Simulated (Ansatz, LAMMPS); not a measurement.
# Relaxing glassy Na2Si4O9 (90 atoms), part 3 of 3

How does glassy Na2Si4O9 (90 atoms) relax, and what do bonds, charges and levels look like afterwards?

Ansatz 0.2.0; Kohn-Sham DFT, PBE, PAW (set soft_2), plane waves.

The cell: 12 Na, 54 O and 24 Si. The quench rate of 10 K/ps is orders of magnitude faster than experiment. The network of bonds at the start is that of the classical potential that made the cell. Only the Γ point is sampled, in a cell whose shortest periodic width is 11 Å.

So far, density (g/cm³): step 5 (structure statistics after relaxation) 2.38.

## Step 6: Single point at the relaxed geometry

One more single point at the end of the walk gives the fuller output and checks the residual forces.

input.yaml

```yaml
crystal:
  lattice:
    - [10.8166, 0.0, 0.0]
    - [0.0, 10.8166, 0.0]
    - [0.0, 0.0, 10.8166]
  atoms:
    - { symbol: Na, position: [0.66857, 0.03835, 0.48983] }
    - { symbol: Na, position: [0.95225, 0.76694, 0.87038] }
    - { symbol: Na, position: [0.52555, 0.91256, 0.07042] }
    - { symbol: Na, position: [0.37607, 0.23498, 0.92458] }
    - { symbol: Na, position: [0.42028, 0.07144, 0.27606] }
    - { symbol: Na, position: [0.30505, 0.80671, 0.25498] }
    - { symbol: Na, position: [0.9247, 0.01587, 0.68634] }
    - { symbol: Na, position: [0.56719, 0.81774, 0.35654] }
    - { symbol: Na, position: [0.07624, 0.14538, 0.41] }
    - { symbol: Na, position: [0.64364, 0.99789, 0.81112] }
    - { symbol: Na, position: [0.92972, 0.28933, 0.09464] }
    - { symbol: Na, position: [0.17125, 0.73471, 0.69406] }
    - { symbol: O, position: [0.44632, 0.1164, 0.55768] }
    - { symbol: O, position: [0.92299, 0.32176, 0.47244] }
    - { symbol: O, position: [0.27023, 0.18792, 0.34037] }
    - { symbol: O, position: [0.74241, 0.11594, 0.6713] }
    - { symbol: O, position: [0.06132, 0.59416, 0.79601] }
    - { symbol: O, position: [0.55695, 0.67561, 0.7475] }
    - { symbol: O, position: [0.7722, 0.37632, 0.27934] }
    - { symbol: O, position: [0.68929, 0.28566, 0.50174] }
    - { symbol: O, position: [0.53132, 0.28508, 0.14004] }
    - { symbol: O, position: [0.11352, 0.14392, 0.72832] }
    - { symbol: O, position: [0.08078, 0.90379, 0.78167] }
    - { symbol: O, position: [0.07569, 0.88655, 0.29001] }
    - { symbol: O, position: [0.56045, 0.12082, 0.95974] }
    - { symbol: O, position: [0.73884, 0.56405, 0.86458] }
    - { symbol: O, position: [0.30936, 0.57228, 0.41712] }
    - { symbol: O, position: [0.68995, 0.57386, 0.14352] }
    - { symbol: O, position: [0.55078, 0.27673, 0.70136] }
    - { symbol: O, position: [0.51381, 0.62208, 0.51319] }
    - { symbol: O, position: [0.74896, 0.81448, 0.83585] }
    - { symbol: O, position: [0.30948, 0.27476, 0.70342] }
    - { symbol: O, position: [0.7496, 0.16093, 0.11432] }
    - { symbol: O, position: [0.29069, 0.96133, 0.66527] }
    - { symbol: O, position: [0.89383, 0.55184, 0.57305] }
    - { symbol: O, position: [0.49286, 0.72657, 0.20294] }
    - { symbol: O, position: [0.37411, 0.92033, 0.4197] }
    - { symbol: O, position: [0.77613, 0.36002, 0.72753] }
    - { symbol: O, position: [0.14908, 0.64028, 0.24595] }
    - { symbol: O, position: [0.57818, 0.71404, 0.98053] }
    - { symbol: O, position: [0.06926, 0.28095, 0.23117] }
    - { symbol: O, position: [0.02881, 0.96746, 0.51684] }
    - { symbol: O, position: [0.3288, 0.94679, 0.11356] }
    - { symbol: O, position: [0.51813, 0.87151, 0.60148] }
    - { symbol: O, position: [0.25912, 0.04115, 0.89415] }
    - { symbol: O, position: [0.46854, 0.51206, 0.07357] }
    - { symbol: O, position: [0.42446, 0.38082, 0.5232] }
    - { symbol: O, position: [0.14626, 0.74013, 0.47162] }
    - { symbol: O, position: [0.6976, 0.33697, 0.96183] }
    - { symbol: O, position: [0.92184, 0.55038, 0.20479] }
    - { symbol: O, position: [0.92301, 0.41367, 0.91564] }
    - { symbol: O, position: [0.99494, 0.75971, 0.09602] }
    - { symbol: O, position: [0.7491, 0.59639, 0.37826] }
    - { symbol: O, position: [0.24353, 0.17723, 0.08693] }
    - { symbol: O, position: [0.63794, 0.99588, 0.27229] }
    - { symbol: O, position: [0.30264, 0.38074, 0.18932] }
    - { symbol: O, position: [0.50383, 0.4629, 0.31297] }
    - { symbol: O, position: [0.819, 0.14294, 0.34602] }
    - { symbol: O, position: [0.08379, 0.98758, 0.06459] }
    - { symbol: O, position: [0.15183, 0.36287, 0.86361] }
    - { symbol: O, position: [0.08059, 0.37197, 0.63612] }
    - { symbol: O, position: [0.07973, 0.5008, 0.43313] }
    - { symbol: O, position: [0.09463, 0.53782, 0.03211] }
    - { symbol: O, position: [0.86799, 0.95911, 0.18057] }
    - { symbol: O, position: [0.71747, 0.73893, 0.56696] }
    - { symbol: O, position: [0.91337, 0.76285, 0.43086] }
    - { symbol: Si, position: [0.23136, 0.03196, 0.04617] }
    - { symbol: Si, position: [0.03939, 0.62012, 0.14309] }
    - { symbol: Si, position: [0.57104, 0.72608, 0.60871] }
    - { symbol: Si, position: [0.21372, 0.25562, 0.22173] }
    - { symbol: Si, position: [0.0402, 0.84931, 0.43462] }
    - { symbol: Si, position: [0.16913, 0.61108, 0.39274] }
    - { symbol: Si, position: [0.05948, 0.48535, 0.89258] }
    - { symbol: Si, position: [0.78066, 0.52563, 0.24959] }
    - { symbol: Si, position: [0.18279, 0.00738, 0.76701] }
    - { symbol: Si, position: [0.69509, 0.25448, 0.65491] }
    - { symbol: Si, position: [0.77954, 0.42047, 0.86643] }
    - { symbol: Si, position: [0.44117, 0.50672, 0.44276] }
    - { symbol: Si, position: [0.55269, 0.6345, 0.10748] }
    - { symbol: Si, position: [0.44818, 0.40699, 0.18062] }
    - { symbol: Si, position: [0.99157, 0.43962, 0.53615] }
    - { symbol: Si, position: [0.7631, 0.05922, 0.227] }
    - { symbol: Si, position: [0.82341, 0.6604, 0.49196] }
    - { symbol: Si, position: [0.00524, 0.90082, 0.15773] }
    - { symbol: Si, position: [0.16061, 0.28823, 0.73196] }
    - { symbol: Si, position: [0.42984, 0.25956, 0.61229] }
    - { symbol: Si, position: [0.39546, 0.96737, 0.55548] }
    - { symbol: Si, position: [0.63028, 0.22281, 0.03901] }
    - { symbol: Si, position: [0.79867, 0.28482, 0.39652] }
    - { symbol: Si, position: [0.6642, 0.6966, 0.857] }
kpoints:
  mp_grid: { grid: [1, 1, 1] }
hamiltonian:
  xc: pbe
scf:
  occupations: { method: fixed }
output:
  forces: true
  stress: true
  populations: intrinsic
  dos:
    method: { smearing: { sigma: 0.08 } }
    de: 0.1
    projected: { site_lists: { Na: [Na], O: [O], Si: [Si] } }
  eigenvalues: true
  write_density: true
  write_potential: true
  volumetric_format: npy
```

Launch:

```sh
$ ansatz run input.yaml --threads 4 --pin off --max-ram 8192MiB --backend cpu --events-out ev --progress --plain --runs-dir out
```

Numbers of over 12 decimals in the logs are rounded to 6 here.

The program printed:

```text
[...]
Crystal: 90 atoms, lattice volume = 1265.530 Å³
Basis set: ecut = 420 eV, 24837 PW (Γ), exchange–correlation on 150×150×150 points (8 copies of the dense FFT grid, shifted against one another)
Bands: 354, of which v1, the nominal top of the filled ones, is band 264 counted from 1 (263 counted from 0)
Symmetry: 1 space group operations
[...]
k-points: 1
[...]
SCF iter   1: F=—  HF=-63832.642485 eV  |F-HF|=—  |Δ(HF+E_count)|=         —  Δρ=2.10e-3  dr2=1.07e-1  ethr=1.77e-3  ⟨swp⟩=4.0  Hψ=1351  notcnv=0  defer=86
[...]
SCF iter   9: F=-63832.613965 eV  HF=-63832.613965 eV  |F-HF|=1.78e-8  |Δ(HF+E_count)|=   1.10e-7  Δρ=2.29e-6  dr2=5.86e-8  ethr=1.89e-11  ⟨swp⟩=22.0  Hψ=3035  notcnv=0
SCF 1 converged in 9 iterations: F = -63832.613965 eV  dr2 = 5.86e-8
[...]
WARN: The input density's exchange-correlation potential varies sharply where the density is thin. Do not read a vacuum level from v_tot or v_xc, or from such a field of the output density. On a cell that repeats whose density bears no net charge and no dipole along the vacuum's axis use v_es (v_loc + v_h of the components); [...]
SCF converged after 9 iterations
Free energy (F): -63832.613965 eV
[...]
Internal energy: -63832.613965 eV  (E = F + TS)
E sigma→0 (E₀):  -63832.613965 eV
Fermi energy:    3.929142 eV
[...]
--- Forces (eV/Å), atoms counted from 1 ---
  atom   1  Na     0.00468678    -0.00377151     0.00094540
  atom   2  Na    -0.00064506    -0.00382314    -0.00210578
  atom   3  Na    -0.00295108    -0.00157672    -0.00150726
  atom   4  Na     0.00423264     0.00046012     0.00503154
  atom   5  Na     0.00926818    -0.00575403     0.00382501
  atom   6  Na    -0.00292631    -0.00291121     0.00691830
  atom   7  Na    -0.00165568     0.00100044    -0.00341885
  atom   8  Na     0.00575846     0.00479832     0.01504292
  atom   9  Na    -0.00545496    -0.00357778     0.00750856
  atom  10  Na     0.00131370     0.00481311    -0.00377678
  atom  11  Na     0.00407055     0.00652460    -0.00649975
  atom  12  Na    -0.00412589    -0.00263672    -0.00137466
  atom  13  O     -0.00687904     0.00541163     0.01263640
  atom  14  O      0.00357166     0.01741501     0.00064169
[...]
atom  89  Si     0.00713657    -0.00459605     0.01705395
  atom  90  Si    -0.00199182    -0.00444021    -0.00349825
  max |Σ_I F_I| component: 6.49e-5 eV/Å
--- Stress (GPa, compression-positive) ---
        1.106024       1.475084       0.928227
        1.475087      -2.024934      -0.527154
        0.928229      -0.527153       2.108900
  P = ⅓ Tr σ = 0.3967 GPa (3.967 kbar)
--- Band table (eV) ---
[...]
--- intrinsic populations: 90 sites ---
  site symbol       q [e]
     0     Na      8.1816
     1     Na      8.1983
     2     Na      8.1941
[...]
89     Si      2.3387
  spilling = -0.000000 (of n_electrons = 528.000000)
```

The job ended after 19 s (4 threads of Arm Neoverse V1, shared host; peak memory 1.5 GiB; 73 s of CPU time).

The program notes that the exchange-correlation potential is rough where the density is thin.

The run gave:

| Property | Result |
| --- | --- |
| free energy | -63832.6140 eV |
| free energy per atom | -709.2513 eV/atom |
| SCF cycles | 9 |
| pressure | 0.3967 GPa |
| r.m.s. force component | 0.00771 eV/Å |
| longest force | 0.03202 eV/Å |
| Fermi energy | 3.929 eV |
| gap (highest filled to lowest empty level) | 2.736 eV |

Intrinsic-atomic-orbital charges by element:

```tsv
element	coordination	atoms	mean charge (e)	spread	least	most
Na	all	12	0.810	0.0128	0.788	0.833
O	all	54	-0.933	0.0737	-1.09	-0.860
Si	all	24	1.69	0.0533	1.55	1.77
```

Density of states as counts of states in windows of 1 eV (from the Fermi level), total and the larger projections:

```tsv
from (eV)	to (eV)	total	O p	Si p
-10	-9	13.8	9.5	1.3
-9	-8	15.4	11.1	2.1
-8	-7	31.1	23.9	6.1
-7	-6	11.3	8.8	1.9
-6	-5	34.5	28.4	3.5
-5	-4	58.1	51.3	3.2
-4	-3	65.1	60.2	1.9
-3	-2	40.7	38.6	0.8
-2	-1	34.5	32.3	1.0
-1	0	4.5	4.2	0.2
0	1	1.9	1.8	0.0
1	2	0.0	0.0	0.0
2	3	2.0	0.0	0.1
3	4	0.0	0.0	0.0
4	5	11.4	1.2	1.9
```

The curve was stored every 0.10 eV, coarse against its broadening of 0.08 eV, so these counts are rough.

With fixed occupations the program's Fermi level is the highest filled level; weight inside the gap is the broadening of levels at its edges.

Between -26 and -10 eV lie 193 more states.

The stored curve holds about 504 of the 528 electrons; the rest, give or take the few that broadening carries across the Fermi level, lie in deeper levels below its range.

The levels nearest the highest filled one (over half full), pooled over k-points and spins:

```tsv
level less the highest filled one (eV)	occupation
-1.26	2
-1.14	2
-1.09	2
-0.677	2
-0.0748	2
0	2
2.74	0
4.17	0
4.37	0
4.51	0
4.64	0
4.79	0
```

Valence density in the ac plane at fractional y = 0.275, with atoms of Na and O and Si within 0.2 Å of it. It is the smooth field of the valence electrons, not physical close to the nuclei.

Values in units of 1e0 e/Å³, 13 rows by 16 columns, each cell a mean:
```
0.0 0.0 0.1 0.0 0.0 1.4 2.6 0.1 0.1 0.2 0.7 1.1 0.3 0.0 0.0 0.0
0.0 0.1 0.3 0.2 0.1 0.8 1.3 0.1 0.0 0.0 0.1 0.2 0.1 0.0 0.0 0.0
0.0 0.2 0.3 0.3 0.4 0.4 0.1 0.1 0.3 0.3 0.1 0.1 0.2 0.1 0.0 0.0
0.1 0.2 0.2 0.5 3.4 4.1 0.6 0.5 3.8 3.4 0.5 0.4 0.5 0.2 0.0 0.0
0.1 0.3 0.2 0.3 1.4 1.9 0.5 0.5 2.0 1.7 0.4 0.2 0.3 0.1 0.0 0.0
0.1 0.1 0.1 0.0 0.1 0.2 0.3 0.3 0.2 0.2 1.0 1.6 0.3 0.1 0.2 0.2
0.1 0.0 0.0 0.0 0.0 0.1 0.2 0.2 0.1 0.2 2.9 4.5 0.8 0.4 1.6 1.2
0.1 0.0 0.0 0.1 0.1 0.1 0.0 0.0 0.0 0.0 0.4 0.7 0.3 0.3 0.9 0.6
0.2 0.2 0.2 0.3 0.4 0.2 0.0 0.0 0.0 0.0 0.0 0.1 0.3 0.2 0.1 0.1
2.1 4.0 0.9 0.3 0.4 0.2 0.1 0.1 0.1 0.1 0.0 0.1 0.2 0.1 0.0 0.1
1.4 2.7 0.7 0.2 0.3 0.2 0.1 0.7 3.1 1.2 0.1 0.1 0.1 0.0 0.3 0.4
0.2 0.1 0.1 0.2 0.2 0.1 0.1 0.8 3.8 1.8 0.3 0.1 0.1 0.1 6.5 7.1
0.0 0.0 0.0 0.1 0.1 0.1 0.1 0.1 0.3 0.3 0.5 0.5 0.1 0.1 1.2 1.3
```
Columns run along a (10.8 Å), rows up along c (10.8 Å). Atoms in or near the plane, at fractional coordinates: Na at (0.93, 0.09), O at (0.69, 0.50), O at (0.53, 0.14), O at (0.55, 0.70), O at (0.31, 0.70), O at (0.07, 0.23), Si at (0.16, 0.73), Si at (0.43, 0.61), Si at (0.80, 0.40).

Electrostatic potential energy in the ac plane at fractional y = 0.275, with atoms of Na and O and Si within 0.2 Å of it. With pseudopotentials it is smooth inside the atoms' cores, unlike the true potential.

Values in eV, 13 rows by 16 columns, each cell a mean:
```
  8   9  10   9   6 -10 -19   2   5   1  -3  -3   7   7   7   7
  8   8   6   6   5  -5 -10   4   8   8   8   7   7   7   8   9
  7  -2 -22 -12   2   4   6   7   7   7   7   6   7   8   9   8
  6 -14 -48 -33 -29 -32  -1   0 -29 -27 -11 -20  -1   7   9   8
  7   2  -9  -3  -7 -17 -35 -36 -18 -13 -32 -47 -12   6   8   8
  8   8   7   7   7  -1 -29 -30  -2   5 -10 -20   1   7   8   8
  7   7   8   9   9   8   4   4   7   8 -20 -37  -8  -3 -11  -5
  8   8   9  10  10  10  10   9   9   9   5 -10 -43 -40  -7   3
 10   9   7   5   7  10  10   9   9   9   7  -1 -24 -21   2   9
-10 -28 -14 -36 -15   6   8   7   8   9   9   7   5   6   7   9
 -4 -16 -12 -37 -16   5   7   1 -21  -4   7   8   8   6   2   3
  4   9   7   3   6   8   8   1 -29 -17  -8   3   7   3 -32 -34
  5   9  10  10   8   6   5   6   3 -18 -29  -4   6   5  -7  -8
```
Columns run along a (10.8 Å; values clipped at the 3rd and 97th percentile), rows up along c (10.8 Å). Atoms in or near the plane, at fractional coordinates: Na at (0.93, 0.09), O at (0.69, 0.50), O at (0.53, 0.14), O at (0.55, 0.70), O at (0.31, 0.70), O at (0.07, 0.23), Si at (0.16, 0.73), Si at (0.43, 0.61), Si at (0.80, 0.40).

Mean intrinsic-atomic-orbital charges: Na +0.81, O -0.93, Si +1.69 e.

A closer look about Na9, one of the 12 Na atoms: 14 atoms, nearest first, numbered in the order of the input, with positions taken from that point.

```tsv
atom	x	y	z	distance (Å)	bonds	intrinsic-atomic-orbital charge (e)
Na9	0.00	0.00	0.00	0.00	4	0.81
O15	2.10	0.46	-0.75	2.28	3	-1.09
O42	-0.51	-1.92	1.16	2.30	3	-1.03
O41	-0.08	1.47	-1.93	2.43	3	-1.09
O14	-1.66	1.91	0.68	2.62	3	-0.89
Si70	1.49	1.19	-2.04	2.79	4	1.55
O58	-2.78	-0.03	-0.69	2.87	3	-0.91
O24	-0.01	-2.80	-1.30	3.09	3	-0.91
Si71	-0.39	-3.20	0.27	3.24	4	1.65
Si89	-3.00	1.51	-0.15	3.36	4	1.73
O61	0.05	2.45	2.45	3.46	2	-0.87
O22	0.40	-0.02	3.44	3.47	3	-0.90
Si81	-0.92	3.18	1.36	3.58	4	1.76
Na7	-1.64	-1.40	2.99	3.69	4	0.81
```

The column of bonds counts only the pairs O-Si within 2.12 Å, O-Na within 2.83 Å; other neighbours, such as metal atoms beside each other in a compound, aren't counted, and periodic images can show an atom twice.

## Step 7: Outcome

| Quantity | Value |
| --- | --- |
| energy change in the relaxation | -90.39 meV/atom |
| r.m.s. displacement | 0.453 Å |
| largest displacement | 1.278 Å |
| free energy per atom | -709.2513 eV/atom |
| pressure | 0.3967 GPa |
| r.m.s. force component | 0.00771 eV/Å |
| gap (highest filled to lowest empty level) | 2.736 eV |
| wall time of the 3 DFT runs | 3.8 min |

In words: Relaxation lowers the energy by 90.4 meV/atom and moves atoms by 0.45 Å r.m.s.; the r.m.s. force component goes from 1.3 to 0.0077 eV/Å, the pressure goes from 4.9 to 0.40 GPa, and the gap from 1.75 to 2.74 eV. First to last step the energy falls by 8.135 eV; the largest move, 1.28 Å, is that of Na8. The O-Si bonds go from 1.620 Å (spread 0.052) to 1.640 Å (spread 0.035). 78 % of the oxygens bridge two formers (Si) and 22 % are non-bridging. Filled and empty levels are parted by 2.74 eV (at Γ alone); a semilocal functional tends to put such gaps too low. In a disordered cell it changes from sample to sample, and tail or defect levels can set it.

What to keep in mind: The starting topology of bonds comes from the classical model; in DFT atoms moved by 0.45 Å r.m.s. The stress is far from hydrostatic: its diagonal is 1.1, -2.0, 2.1 GPa, compression counted positive.

Against the measurements quoted at the start:

```tsv
quantity	measured	this cell	difference	method of the measurement
nearest Na–O distance	2.425 Å	2.33 Å	-3.9 %	neutron diffraction
nearest Si–Na distance	3.8 Å	3.43 Å	-9.7 %	Na K-edge XAFS
nearest Na–Na distance	3.2 Å	3.27 Å	+2.2 %	Na K-edge XAFS
```

The cell differs from the measured distances by up to 9.7 %. Distances of this cell are positions of the first main peak of g(r), or bond means where the peak is narrow; means over all bonds within a cutoff lie farther out for broad shells. The network comes from the model that made the cell; in DFT atoms moved by 0.45 Å r.m.s.

[Logs are printed without paths, hosts, clocks, repeated set-up lines and the standing remarks that a program may print on its own settings, such as how far it seeks lower states.]

[Hosts, paths, dates, database ids (printed as entryN), source tags and the programs' standing remarks are cut or masked in the printed files.]
